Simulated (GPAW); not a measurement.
# Work function of a 8-layer slab of Li(100) at several levels, part 2 of 2

Wanted: work functions and dipole of a 8-layer slab of Li(100), with the cost of each level.

GPAW 26.7.0; GPAW, PAW setups; slab in vacuum, relaxation (the session's first sound run).

So far, upper work function (eV): step 2 (relaxation, PBE, GPAW) 2.98; step 3 (the slab's potential, PBE, GPAW) 2.98; step 4 (self-consistent run: xc = "revPBE") 2.92; step 5 (self-consistent run: xc = "LDA") 3.07; step 6 (OptPBE vdW: xc = "optPBE-vdW", GPAW, PAW setups, GPAW) 3.09.

## 7. Self-consistent run: xc = "vdW-DF2"

The same geometry under vdW-DF2, to see how far the functional moves the levels against the vacuum (the van der Waals functionals take revPBE setups).

File run.py:

```python
import json
import numpy as np
from ase import Atoms
from gpaw import GPAW, PW

slab = Atoms(
    ['Li', 'Li', 'Li', 'Li', 'Li', 'Li', 'Li', 'Li'],
    positions=[
        [1.74500, 1.74500, 7.00000],
        [0.00000, 0.00000, 8.74500],
        [1.74500, 1.74500, 10.49000],
        [0.00000, 0.00000, 12.23500],
        [1.74500, 1.74500, 13.96009],
        [0.00000, 0.00000, 15.66158],
        [1.74500, 1.74500, 17.28804],
        [0.00000, -0.00000, 19.02504]],
    cell=[[3.49, 0.0, 0.0], [0.0, 3.49, 0.0], [0.0, 0.0, 26.215]],
    pbc=[True, True, False])

slab.calc = GPAW(mode=PW(400), xc='vdW-DF2', kpts={'size': (9, 9, 1), 'gamma': True},
                 occupations={'name': 'fermi-dirac', 'width': 0.1}, nbands='300%',
                 convergence={'density': 1e-05}, maxiter=200,
                 poissonsolver={'dipolelayer': 'xy'},
                 symmetry={'tolerance': 1e-3}, txt='slab.txt')
result = {}
energy = slab.get_potential_energy()
fermi = slab.calc.get_fermi_level()
v = slab.calc.get_electrostatic_potential().mean((0, 1)) - fermi
n = slab.calc.get_pseudo_density().mean((0, 1))
L = slab.cell[2, 2]
z = np.arange(len(v)) * L / len(v)
low, high = slab.positions[:, 2].min(), slab.positions[:, 2].max()
below, above = np.interp([low - 4.8, high + 4.8], z, v)
slopes = [np.interp(x, z, np.gradient(v, z)) for x in (low - 4.8, high + 4.8)]
eps = np.array([[slab.calc.get_eigenvalues(k, s) for k in range(len(slab.calc.get_ibz_k_points()))]
                for s in range(slab.calc.get_number_of_spins())]) - fermi
top, bottom = eps[eps < 0].max(), eps[eps > 0].min()
dipole = slab.get_dipole_moment()[2]
print(f'energy {energy:.4f} eV, Fermi level {fermi:.4f} eV, dipole {dipole:.5f} e A')
print(f'potential 4.8 A off the faces, from the Fermi level: lower {below:.4f} eV, upper {above:.4f} eV')
print(f'slope of the potential there: lower {slopes[0]:.5f}, upper {slopes[1]:.5f} eV/A')
print(f'nearest levels on the mesh: {top:.4f} and {bottom:.4f} eV')
print('magnetic moment', round(slab.get_magnetic_moment(), 3))
result.update(energy=energy, fermi=fermi, dipole=dipole, below=below, above=above, slopes=slopes, edges=[top, bottom],
              z=z.tolist(), v=v.tolist(), n=n.tolist(), positions=slab.positions.tolist(),
              forces=slab.get_forces(apply_constraint=False).tolist(), moments=slab.get_magnetic_moments().tolist())
json.dump(result, open('result.json', 'w'))
```

Run with:

```
> OMP_NUM_THREADS=1 OPENBLAS_NUM_THREADS=1 python run.py
```

Output:

```text
energy -40.4307 eV, Fermi level -1.2940 eV, dipole 0.00076 e A
potential 4.8 A off the faces, from the Fermi level: lower 3.1449 eV, upper 3.1355 eV
slope of the potential there: lower -0.00495, upper 0.00509 eV/A
nearest levels on the mesh: -0.0578 and 0.0029 eV
magnetic moment 0.0
```

Run time: 45 s. Hardware: 1 thread of Arm Neoverse V2, shared host; peak memory 0.42 GiB.

This step gave:

```yaml
dipole_along_the_normal: 7.64e-4 e·Å
levels_nearest_the_fermi_level_on_the_mesh: -0.05782, 0.002918 eV from the Fermi level
upper_work_function: 3.135 eV
lower_work_function: 3.145 eV
```

The upper face's work function is 3.135 eV, against 2.981 eV in the first plane-wave PBE run at this geometry.

## 8. Self-consistent run: xc = "RPBE"

The same geometry under RPBE, to see how far the functional moves the levels against the vacuum.

run.py: that of step 7 with these lines changed.

```diff
@@ -19,3 +19,3 @@
 
-slab.calc = GPAW(mode=PW(400), xc='vdW-DF2', kpts={'size': (9, 9, 1), 'gamma': True},
+slab.calc = GPAW(mode=PW(400), xc='RPBE', kpts={'size': (9, 9, 1), 'gamma': True},
                  occupations={'name': 'fermi-dirac', 'width': 0.1}, nbands='300%',
```

Output:

```text
energy -13.7130 eV, Fermi level -1.1350 eV, dipole 0.00090 e A
potential 4.8 A off the faces, from the Fermi level: lower 2.9436 eV, upper 2.9324 eV
slope of the potential there: lower -0.00258, upper 0.00265 eV/A
nearest levels on the mesh: -0.0523 and 0.0087 eV
magnetic moment 0.0
```

It took 28 s on 1 thread; peak memory 0.21 GiB.

Numbers from this step:

```
dipole along the normal                    : 8.98e-4 e·Å
levels nearest the Fermi level on the mesh : -0.05235, 0.008749 eV from the Fermi level
upper work function                        : 2.932 eV
lower work function                        : 2.944 eV
```

The upper face's work function is 2.932 eV, against 2.981 eV in the first plane-wave PBE run at this geometry.

## 9. Real-space grid: mode = "fd"

A real-space grid is a second complete basis, so it checks the plane-wave result.

run.py: that of step 8 with these lines changed.

```diff
@@ -3,3 +3,3 @@
 from ase import Atoms
-from gpaw import GPAW, PW
+from gpaw import GPAW
 
@@ -19,3 +19,3 @@
 
-slab.calc = GPAW(mode=PW(400), xc='RPBE', kpts={'size': (9, 9, 1), 'gamma': True},
+slab.calc = GPAW(mode='fd', h=0.18, xc='PBE', kpts={'size': (9, 9, 1), 'gamma': True},
                  occupations={'name': 'fermi-dirac', 'width': 0.1}, nbands='300%',
```

Output:

```text
energy -14.5020 eV, Fermi level -2.9854 eV, dipole 0.00070 e A
potential 4.8 A off the faces, from the Fermi level: lower 2.9898 eV, upper 2.9793 eV
slope of the potential there: lower -0.00201, upper 0.00211 eV/A
nearest levels on the mesh: -0.0534 and 0.0067 eV
magnetic moment 0.0
```

Run time: 77 s. Hardware: 1 thread; peak memory 0.49 GiB.

This step gave:

| Quantity | Value |
| --- | --- |
| dipole along the normal | 7.00e-4 e·Å |
| levels nearest the Fermi level on the mesh | -0.05338, 0.006727 eV from the Fermi level |
| upper work function | 2.979 eV |
| lower work function | 2.990 eV |

The electrostatic potential energy of an electron (without an applied field's), less the Fermi level, planar mean oscillates, so the rows of the table below give means over windows of 1.73 Å about each position, cut where the curve ends. Its maxima inside the range that stand out by 2 % of the span (Å: eV): 7.9: 0.635, 9.6: 0.708, 11.4: 0.711, 13.1: 0.663, 14.8: 0.630, 16.5: 0.404, 18.1: 0.641. Its minima: 7.0: -1.67, 8.7: -1.29, 10.5: -1.29, 12.2: -1.30, 13.9: -1.31, 15.7: -1.32, 17.3: -1.31, 19.0: -1.68.

Table of electrostatic potential energy of an electron (without an applied field's), less the Fermi level, planar mean by z; means over each step:

z (Å), electrostatic potential energy of an electron (without an applied field's), less the Fermi level, planar mean (eV) and a bar from the least value:
```
     0.86       2.99 ##############################
     2.59       2.99 ##############################
     4.32       2.88 #############################
     6.05       1.04 #############
     7.78      -0.34 #
     9.51      -0.19 ##
    11.24      -0.20 ##
    12.97      -0.24 ##
    14.70      -0.27 ##
    16.43      -0.45 
    18.16      -0.33 #
    19.89       0.85 ###########
    21.62       2.86 #############################
    23.35       2.98 ##############################
    25.08       2.98 ##############################
```

The upper face's work function is 2.979 eV, against 2.981 eV in the first plane-wave PBE run at this geometry.

## 10. Atomic orbitals: mode = "lcao"

Atom-centred orbitals end a few angstrom from the surface, which tests how much the density's tail matters.

run.py: that of step 9 with these lines changed.

```diff
@@ -19,4 +19,4 @@
 
-slab.calc = GPAW(mode='fd', h=0.18, xc='PBE', kpts={'size': (9, 9, 1), 'gamma': True},
-                 occupations={'name': 'fermi-dirac', 'width': 0.1}, nbands='300%',
+slab.calc = GPAW(mode='lcao', basis='dzp', h=0.18, xc='PBE', kpts={'size': (9, 9, 1), 'gamma': True},
+                 occupations={'name': 'fermi-dirac', 'width': 0.1}, nbands='120%',
                  convergence={'density': 1e-05}, maxiter=200,
```

Output:

```text
energy -14.1170 eV, Fermi level -2.6828 eV, dipole 0.00114 e A
potential 4.8 A off the faces, from the Fermi level: lower 2.6913 eV, upper 2.6744 eV
slope of the potential there: lower -0.00000, upper 0.00000 eV/A
nearest levels on the mesh: -0.0359 and 0.0526 eV
magnetic moment 0.0
```

Wall time 3.8 min (1 thread); peak memory 0.39 GiB.

This step gave:

| Property | Result |
| --- | --- |
| dipole along the normal | 0.001138 e·Å |
| levels nearest the Fermi level on the mesh | -0.03593, 0.05263 eV from the Fermi level |
| upper work function | 2.674 eV |
| lower work function | 2.691 eV |

The upper face's work function is 2.674 eV, against 2.981 eV in the first plane-wave PBE run at this geometry.

## 11. Cost and result by level

Times are for 1 thread of Arm Neoverse V2, shared host. Results by setting:

```tsv
no.	run	upper work function (eV)	lower work function (eV)	time	memory (GiB)
1	pw	2.981	2.992	27 s	0.21
2	revPBE	2.921	2.932	28 s	0.21
3	LDA	3.068	3.079	26 s	0.21
4	optPBE vdW	3.090	3.099	43 s	0.42
5	vdW DF2	3.135	3.145	45 s	0.42
6	RPBE	2.932	2.944	28 s	0.21
7	fd	2.979	2.990	77 s	0.49
8	lcao	2.674	2.691	3.8 min	0.39
```

## 12. Side by side

Results and costs are gathered.

This step: comparison of work functions, dipole and cost (GPAW 26.7.0).

Ladder, by row:

```tsv
step	code	work function, upper (eV)	work function, lower (eV)	dipole (e Å)	wall time (s)	peak memory (GiB)	threads
pw	GPAW	2.981	2.992	8.73e-4	27.36	0.21	1
revPBE	GPAW	2.921	2.932	8.90e-4	27.87	0.21	1
LDA	GPAW	3.068	3.079	8.66e-4	25.8	0.21	1
optPBE-vdW	GPAW	3.09	3.099	7.09e-4	42.54	0.42	1
vdW-DF2	GPAW	3.135	3.145	7.64e-4	44.68	0.42	1
RPBE	GPAW	2.932	2.944	8.98e-4	28.26	0.21	1
fd	GPAW	2.979	2.99	7.00e-4	76.88	0.49	1
lcao	GPAW	2.674	2.691	0.001138	228.7	0.39	1
```

## 13. Summary of results

```yaml
work_function_upper_and_lower_face: 2.981 and 2.992 eV
dipole_along_the_normal: 8.7e-4 e Å
```

In words: With plane waves and PBE the work function is 2.98 eV on the upper face and 2.99 eV on the lower. The measured value for polycrystalline Li, which weights the faces of low work function, is 2.93 eV (as compiled in "Anisotropic work function of elemental crystals", 2019, arxiv:1902.07811); the relaxed upper face lies 0.051 eV over it with PBE, and RPBE comes nearest (2.93 eV). Measured work functions scatter by a tenth of an eV or more between methods. Over the sound runs of the table the upper face's work function spans 2.674 (lcao) to 3.135 eV (vdW-DF2). Atomic orbitals miss the plane-wave value by -0.31 eV, since they describe the tail of the density in the vacuum poorly. The small printed dipole stands for a step of -13 meV from the lower to the upper face, and the probes find -11 meV; values this small are near the numerical noise of both. The in-plane lattice was kept as typed, which isn't the functional's own and leaves some strain; spin-orbit coupling and temperature are left out.

[Logs are printed without paths, hosts, clocks, repeated set-up lines and the standing remarks that a program may print on its own settings, such as how far it seeks lower states.]

[Hosts, paths, dates, database ids (printed as entryN), source tags and the programs' standing remarks are cut or masked in the printed files.]
